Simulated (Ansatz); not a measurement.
## How fast states decay through CsTl3F6

A new crystal, CsTl3F6: structure, gap and complex bands. It is built by putting Cs for Na in the NaTl3F6 structure of space group Fm-3m, with the volume rescaled by atomic radii. The parent structure comes from the Materials Project.

Calculated with Ansatz 0.2.0; PBE DFT, plane waves, PAW files, in the first sound run; inputs show where later runs differ.

Report form: the programs' logs are mostly left out.

The structure was built from a prototype and need not be the compound's stable phase.

## Step 1: The starting structure

It takes space group Fm-3m (No. 225, cubic). Conventional cell: a = 9.310 Å, b = 9.310 Å, c = 9.310 Å, α = 90.00°, β = 90.00°, γ = 90.00°. Nearest to Cs lie 6 F at 2.35 Å. Nearest to Tl lie 12 F at 3.29 Å. Nearest to Tl lie 6 F at 2.30 Å. Nearest to F lie 1 Tl at 2.30 Å and 1 Cs at 2.35 Å. It derives from NaTl3F6. Cs for Na in the NaTl3F6 structure of space group Fm-3m. Farther neighbours and most contacts between anions are not listed.

Coordinates:

```cif
data_structure
_symmetry_space_group_name_H-M 'P 1'
_symmetry_Int_Tables_number 1
_cell_length_a 6.5831
_cell_length_b 6.5831
_cell_length_c 6.5831
_cell_angle_alpha 60.000
_cell_angle_beta 60.000
_cell_angle_gamma 60.000
_cell_volume 201.74
loop_
_atom_site_label
_atom_site_type_symbol
_atom_site_fract_x
_atom_site_fract_y
_atom_site_fract_z
_atom_site_occupancy
Cs1 Cs 0.00000 0.00000 0.00000 1
Tl2 Tl 0.25000 0.25000 0.25000 1
Tl3 Tl 0.75000 0.75000 0.75000 1
Tl4 Tl 0.50000 0.50000 0.50000 1
F5 F 0.74731 0.25269 0.25269 1
F6 F 0.25269 0.74731 0.74731 1
F7 F 0.25269 0.74731 0.25269 1
F8 F 0.74731 0.25269 0.74731 1
F9 F 0.25269 0.25269 0.74731 1
F10 F 0.74731 0.74731 0.25269 1
```

## Step 2: Cell and atoms at rest

The substituted atoms don't fit the parent's cell, so cell and atoms relax together. A small smearing keeps the run stable in case the gap closes on the way.

input.yaml reads:

```yaml
crystal:
  lattice:
    - [0.0, 4.6549897127, 4.6549897127]
    - [4.6549897127, 0.0, 4.6549897127]
    - [4.6549897127, 4.6549897127, 0.0]
  atoms:
    - { symbol: Cs, position: [0.0, 0.0, 0.0] }
    - { symbol: Tl, position: [0.25, 0.25, 0.25] }
    - { symbol: Tl, position: [0.75, 0.75, 0.75] }
    - { symbol: Tl, position: [0.5, 0.5, 0.5] }
    - { symbol: F, position: [0.74730931, 0.25269069, 0.25269069] }
    - { symbol: F, position: [0.25269069, 0.74730931, 0.74730931] }
    - { symbol: F, position: [0.25269069, 0.74730931, 0.25269069] }
    - { symbol: F, position: [0.74730931, 0.25269069, 0.74730931] }
    - { symbol: F, position: [0.25269069, 0.25269069, 0.74730931] }
    - { symbol: F, position: [0.74730931, 0.74730931, 0.25269069] }
kpoints:
  mp_grid: { grid: [4, 4, 4] }
scf:
  occupations: { method: gaussian, width: 0.03 }
hamiltonian:
  xc: pbe
output:
  forces: true
  stress: true
relax:
  f_tol: 0.02
  max_steps: 60
  cell: {}
```

Launch:

```sh
$ ansatz run input.yaml --threads 2 --pin off --max-ram 4096MiB --backend cpu --events-out ev --progress --plain --runs-dir out
```

Wall time 19 s (2 threads of Arm Neoverse V2, shared host); peak memory 0.56 GiB; 37 s of CPU time.

Step by step:

```
step  energy less that of the first step (eV)  largest force component (eV/Å)  pressure (GPa)  volume (Å³)
   1                                   0.0000                          2.9682            7.68       201.74
   2                                  -2.4438                          0.2775            2.83       220.29
   3                                  -2.5620                          0.1132            0.67       230.59
   4                                  -2.5676                          0.0058            0.08       234.33
   5                                  -2.5669                          0.0042           -0.01       234.73
  6*                                  -2.7598                          0.0017            1.33       234.73
   7                                  -2.7803                          0.0002            0.42       241.40
   8                                  -2.7742                          0.0055           -0.05       245.23
  9*                                  -2.8009                          0.0054            0.01       245.23
```

Relaxation steps marked * repeat the geometry before them on a plane-wave basis chosen anew for their cell, so energy and pressure can jump there.

The run keeps the 48 symmetry operations that it works with, so distortions that break them were not tested.

```
conventional cell, symmetrised  before  after   change
                         a (Å)   9.310  9.936   +6.7 %
                         b (Å)   9.310  9.936   +6.7 %
                         c (Å)   9.310  9.936   +6.7 %
              volume (Å³/atom)   20.17  24.52  +21.6 %
```

The atoms that moved most (Å, as changes of fractional coordinates times the final cell):

```csv
atom,dx,dy,dz,length
F8,0.000,-0.265,0.000,0.265
F6,-0.265,0.000,0.000,0.265
F10,0.000,0.000,-0.265,0.265
F5,0.265,0.000,0.000,0.265
F9,0.000,0.000,0.265,0.265
F7,0.000,0.265,0.000,0.265
```

Numbers from this step:

* free energy: -44855.9846 eV
* Fermi energy: 3.432 eV
* pressure: 0.009723 GPa

The largest force component on a free atom ends at 0.0054 eV/Å.

## Step 3: The bulk crystal and its band edges

The energy window and the wavevectors of the next steps follow from the band edges, so these are searched first, off the mesh as well.

input.yaml reads:

```yaml
crystal:
  lattice:
    - [0.0, 4.9679789032, 4.9679789032]
    - [4.9679789032, 0.0, 4.9679789032]
    - [4.9679789032, 4.9679789032, 0.0]
  atoms:
    - { symbol: Cs, position: [0.0, 0.0, 0.0] }
    - { symbol: Tl, position: [0.25, 0.25, 0.25] }
    - { symbol: Tl, position: [0.75, 0.75, 0.75] }
    - { symbol: Tl, position: [0.5, 0.5, 0.5] }
    - { symbol: F, position: [0.7206346092, 0.2793653908, 0.2793653908] }
    - { symbol: F, position: [0.2793653908, 0.7206346092, 0.7206346092] }
    - { symbol: F, position: [0.2793653908, 0.7206346092, 0.2793653908] }
    - { symbol: F, position: [0.7206346092, 0.2793653908, 0.7206346092] }
    - { symbol: F, position: [0.2793653908, 0.2793653908, 0.7206346092] }
    - { symbol: F, position: [0.7206346092, 0.7206346092, 0.2793653908] }
kpoints:
  mp_grid: { grid: [4, 4, 4] }
  band_path: { path: [VBM, CBM], npoints: 30 }
scf:
  occupations: { method: fixed }
hamiltonian:
  xc: pbe
output:
  eigenvalues: true
  write_potential: true
  write_density: true
  volumetric_format: npy
  elf: true
```

The job ended after 16 s (2 threads; peak memory 0.57 GiB; 32 s of CPU time).

This step gave:

```yaml
free_energy: -44855.9848 eV
fermi_energy: 1.754 eV
gap_on_the_k_mesh: 3.357 eV
gap_on_path: 3.357 eV, by band count; negative where bands overlap
direct_gap_on_path: 3.852 eV
edge_places_on_path: 0, 0.5476 1/A along the path
```

Electronic bands along the path, in eV, zero at the Fermi level (highest filled level under fixed occupations); v1 is the highest filled band, c1 the lowest empty one:

```csv
point,v4,v3,v2,v1,c1,c2,c3,c4
VBM,-0.75,-0.75,0.00,0.00,4.05,4.73,5.17,5.17
halfway,-0.74,-0.72,-0.22,-0.20,3.71,4.58,4.85,5.16
CBM,-0.70,-0.59,-0.58,-0.52,3.36,4.67,4.67,4.94
```

Valence density in the ac plane of the conventional cell at fractional y = 0.000, with atoms of Cs and Tl and F within 0.2 Å of it. It is the smooth field of the valence electrons, not physical close to the nuclei.

Ten steps, logarithmic in the rise over the least value, from '0' (0 e/Å³) to '9' (12 e/Å³), each cell a mean:
```
3443126886346887535897412444
4432113553224665323454211344
3321001111012333111111000123
1100000000013554200000000011
4310000000025897310000000123
8631000000026997410000000247
9841000000013664200000000269
8631000000001222100000000257
4310000000001222100000000124
4321122210123443210012221134
7642367531134444421247753357
9753589842244324431369974468
8753589741244434431268863468
6532345421134444321135532246
3311111100012333210011110123
5420000000001111000000000135
9731000000012343100000000258
9741000000024786310000000269
6420000000026998410000000136
2210000000025786310000000012
2210000000012443100000000012
4321001222113443211222101234
4442124775335776423675311344
2443136997446897535898422443
```
Columns run along a (9.9 Å), rows up along c (9.9 Å), edges of the conventional cell, whose origin can differ from the input's. Atoms in or near the plane, at fractional coordinates: Cs at (0.00, 0.00), Cs at (0.50, 0.50), Tl at (0.50, 0.00), Tl at (0.00, 0.50), F at (0.28, 0.00), F at (0.78, 0.50), F at (0.72, 0.00), F at (0.22, 0.50), F at (0.00, 0.28), F at (0.50, 0.78), F at (0.50, 0.22), F at (0.00, 0.72).

ELF in the ac plane of the conventional cell at fractional y = 0.000, with atoms of Cs and Tl and F within 0.2 Å of it. It is the smooth field of the valence electrons, not physical close to the nuclei.

Ten even steps from '0' (0.00) to '9' (0.87), each cell a mean:
```
2697148888422001326889614983
8996127886213323214788403899
8762003442001222101344101577
1110000000025776310000000011
6531000000158878730000000145
8873000000269879840000001589
6884000000147888520000002697
8862000000002332100000001488
5420012100013333210012100134
2210256620279999840146641122
1232589851399768961389873232
0132786871498205971487784220
0132688961498326971488884220
2321478840389989961278862133
2210134410157787620034420012
7631000000001111100000000257
7873000000014565310000001588
7984000000158988730000002698
8852000000269768840000001478
3210000000148888620000000023
3321001210013454200121000133
9984014664112222102566202799
6896138987323212325898513997
0597148778422001327868714982
```
Columns run along a (9.9 Å), rows up along c (9.9 Å), edges of the conventional cell, whose origin can differ from the input's. Atoms in or near the plane, at fractional coordinates: Cs at (0.00, 0.00), Cs at (0.50, 0.50), Tl at (0.50, 0.00), Tl at (0.00, 0.50), F at (0.28, 0.00), F at (0.78, 0.50), F at (0.72, 0.00), F at (0.22, 0.50), F at (0.00, 0.28), F at (0.50, 0.78), F at (0.50, 0.22), F at (0.00, 0.72).

Electrostatic potential energy in the ac plane of the conventional cell at fractional y = 0.000, with atoms of Cs and Tl and F within 0.2 Å of it. With pseudopotentials it is smooth inside the atoms' cores, unlike the true potential.

Values in eV, 13 rows by 16 columns, each cell a mean:
```
-18 -11   5   2 -21  -5  -5 -33 -35 -13   0 -21  -5   7  -6 -18
 -2   4   8   9   9   9   6  -1  -3   5   8   9   9   8   5  -1
 -1   8   9   8   8   9   8 -23 -32   4   9   8   8   8   9   2
-34   4   9   8   8   9   9  -6 -12   8   9   8   8   9   8 -26
 -7   7   9   9   9   8   7   4   4   6   8   9   9   9   8  -2
-28  -7   4  -7   3   7  -2 -16 -17  -7   6   6  -8   2  -1 -24
-37 -20  -7 -37 -17   6 -10 -17 -16 -15   4  -6 -37 -16 -10 -38
-20  -2   7   1   7   8   0 -12 -14  -3   7   8   1   6   2 -16
-14   7   9   9   9   8   8   6   6   7   8   9   9   9   8  -8
-32   5   9   8   8   9   9 -14 -22   6   9   8   8   9   8 -23
  5   8   8   8   9   9   8 -17 -25   5   9   9   8   8   8   6
 -7   1   7   9   8   8   5  -6  -8   3   8   8   9   8   4  -6
-17 -13   5  -2 -30 -11  -8 -36 -37 -17  -4 -30 -11   7  -8 -18
```
Columns run along a (9.9 Å; values clipped at the 3rd and 97th percentile), rows up along c (9.9 Å), edges of the conventional cell, whose origin can differ from the input's. Atoms in or near the plane, at fractional coordinates: Cs at (0.00, 0.00), Cs at (0.50, 0.50), Tl at (0.50, 0.00), Tl at (0.00, 0.50), F at (0.28, 0.00), F at (0.78, 0.50), F at (0.72, 0.00), F at (0.22, 0.50), F at (0.00, 0.28), F at (0.50, 0.78), F at (0.50, 0.22), F at (0.00, 0.72).

The searched edges give 3.36 eV, as on the mesh.

## Step 4: Complex bands

This step: PBE DFT, plane waves, PAW files; complex bands by layer matching along the plane's normal (Ansatz 0.2.0).

The same crystal is laid in a cell whose first two vectors span the (111) plane (indices of the standard conventional cell, whose axes can be ordered otherwise than in the bulk input). At fixed energy and wavevector in the plane the solver finds all kz, real and complex. A few wavevectors are listed, (0, 0) and (0, -0.5) in units of the plane's reciprocal vectors; the slowest state needn't be among them.

input.yaml reads:

```yaml
crystal:
  lattice:
    - [7.025783142, 0.0, 0.0]
    - [3.512891571, 6.084506683, 0.0]
    - [3.512891571, 2.028168894, 5.736527914]
  atoms:
    - { symbol: Cs, position: [0.0, 0.0, 0.0] }
    - { symbol: Tl, position: [0.75, 0.75, 0.75] }
    - { symbol: Tl, position: [0.25, 0.25, 0.25] }
    - { symbol: Tl, position: [0.5, 0.5, 0.5] }
    - { symbol: F, position: [0.7206346092, 0.7206346092, 0.2793653908] }
    - { symbol: F, position: [0.2793653908, 0.2793653908, 0.7206346092] }
    - { symbol: F, position: [0.2793653908, 0.7206346092, 0.2793653908] }
    - { symbol: F, position: [0.7206346092, 0.2793653908, 0.7206346092] }
    - { symbol: F, position: [0.7206346092, 0.2793653908, 0.2793653908] }
    - { symbol: F, position: [0.2793653908, 0.7206346092, 0.7206346092] }
kpoints:
  mp_grid: { grid: [4, 4, 4] }
scf:
  occupations: { method: fixed }
hamiltonian:
  xc: pbe
output:
  eigenvalues: true
  transmission:
    leads: [[0, 0]]
    kpoints: [[0.0, 0.0], [0.0, -0.5]]
    e_range: [-1.0, 4.36]
    de: 0.09
```

It took 2 min on 2 threads; peak memory 1.7 GiB; 4 min of CPU time.

This step gave:

```
level to which the leads are filled                       : 1.678 eV from the Fermi level
decay constant at the filling level, zone centre          : 0.5071 Å⁻¹
decay constant at the filling level, slowest listed point : 0.4002 Å⁻¹
```

K parallel (0, 0); values up to 1.5 1/Å, a degenerate pair printed once or twice; energies at which all values exceed this have no row. Im kz of the slowest decaying states against energy, zero at the highest filled level on the SCF mesh:

| energy (eV) | decay 1 (Å⁻¹) | decay 2 (Å⁻¹) | decay 3 (Å⁻¹) | decay 4 (Å⁻¹) |
| --- | --- | --- | --- | --- |
| -1.00 | 0.0730 | 0.117 | 0.149 | 0.329 |
| -0.73 | 0.110 | 0.200 | 0.430 | 0.605 |
| -0.46 | 0.319 | 0.491 | 0.638 | 0.719 |
| -0.19 | 0.383 | 0.537 | 0.822 | 0.885 |
| -0.01 | 0.408 | 0.419 | 0.563 | 0.900 |
| 0.08 | 0.154 | 0.420 | 0.432 | 0.574 |
| 0.35 | 0.309 | 0.456 | 0.605 | 0.951 |
| 0.62 | 0.399 | 0.478 | 0.630 | 0.945 |
| 0.89 | 0.464 | 0.492 | 0.651 | 0.938 |
| 1.16 | 0.502 | 0.516 | 0.669 | 0.930 |
| 1.43 | 0.506 | 0.558 | 0.685 | 0.920 |
| 1.70 | 0.507 | 0.592 | 0.698 | 0.906 |
| 1.88 | 0.505 | 0.612 | 0.706 | 0.897 |
| 2.15 | 0.499 | 0.636 | 0.716 | 0.884 |
| 2.42 | 0.489 | 0.654 | 0.725 | 0.870 |
| 2.69 | 0.474 | 0.666 | 0.732 | 0.856 |
| 2.96 | 0.454 | 0.672 | 0.733 | 0.842 |
| 3.23 | 0.426 | 0.674 | 0.720 | 0.826 |
| 3.50 | 0.386 | 0.674 | 0.685 | 0.800 |
| 3.77 | 0.323 | 0.626 | 0.700 | 0.837 |
| 4.04 | 0.126 | 0.536 | 0.663 | 0.848 |
| 4.31 | 0.219 | 0.368 | 0.617 | 0.856 |

K parallel (0, -0.5); values up to 1.5 1/Å, a degenerate pair printed once or twice; energies at which all values exceed this have no row. Im kz of the slowest decaying states against energy, zero at the highest filled level on the SCF mesh:

| energy (eV) | decay 1 (Å⁻¹) | decay 2 (Å⁻¹) | decay 3 (Å⁻¹) | decay 4 (Å⁻¹) |
| --- | --- | --- | --- | --- |
| -1.00 | 0.0123 | 0.115 | 0.119 | 0.176 |
| -0.73 | 0.094 | 0.155 | 0.181 | 0.185 |
| -0.46 | 0.233 | 0.462 | 0.474 | 0.568 |
| -0.19 | 0.324 | 0.54 | 0.562 | 0.663 |
| -0.01 | 0.358 | 0.571 | 0.609 | 0.675 |
| 0.08 | 0.158 | 0.166 | 0.370 | 0.584 |
| 0.35 | 0.317 | 0.331 | 0.397 | 0.616 |
| 0.62 | 0.409 | 0.413 | 0.423 | 0.641 |
| 0.89 | 0.419 | 0.477 | 0.488 | 0.663 |
| 1.16 | 0.419 | 0.530 | 0.538 | 0.682 |
| 1.43 | 0.412 | 0.575 | 0.584 | 0.701 |
| 1.70 | 0.400 | 0.612 | 0.651 | 0.712 |
| 1.88 | 0.389 | 0.635 | 0.654 | 0.712 |
| 2.15 | 0.366 | 0.651 | 0.665 | 0.715 |
| 2.42 | 0.336 | 0.638 | 0.693 | 0.718 |
| 2.69 | 0.296 | 0.611 | 0.718 | 0.721 |
| 2.96 | 0.239 | 0.573 | 0.694 | 0.722 |
| 3.23 | 0.142 | 0.527 | 0.653 | 0.723 |
| 3.50 | 0.475 | 0.604 | 0.722 | 0.734 |
| 3.77 | 0.414 | 0.544 | 0.710 | 0.719 |
| 4.04 | 0.339 | 0.468 | 0.683 | 0.714 |
| 4.31 | 0.192 | 0.246 | 0.365 | 0.652 |

At the listed wavevectors the last open channel is at -0.01 eV and the next at +3.41 eV on the grid. At +1.70 eV, the grid energy nearest the filling level (the middle of the gap on the SCF mesh), the slowest state at the listed wavevectors decays with κ = 0.400 Å⁻¹, its amplitude falling by e over 2.5 Å. Through 1 nm of this crystal that state's transmission falls by exp(−2 × 0.400 Å⁻¹ × 10 Å) = 3.3e-4.

(Part 1 of 2 ends here.)

[Logs are printed without paths, hosts, clocks, repeated set-up lines and the standing remarks that a program may print on its own settings, such as how far it seeks lower states.]

[Hosts, paths, dates, database ids (printed as entryN), source tags and the programs' standing remarks are cut or masked in the printed files.]
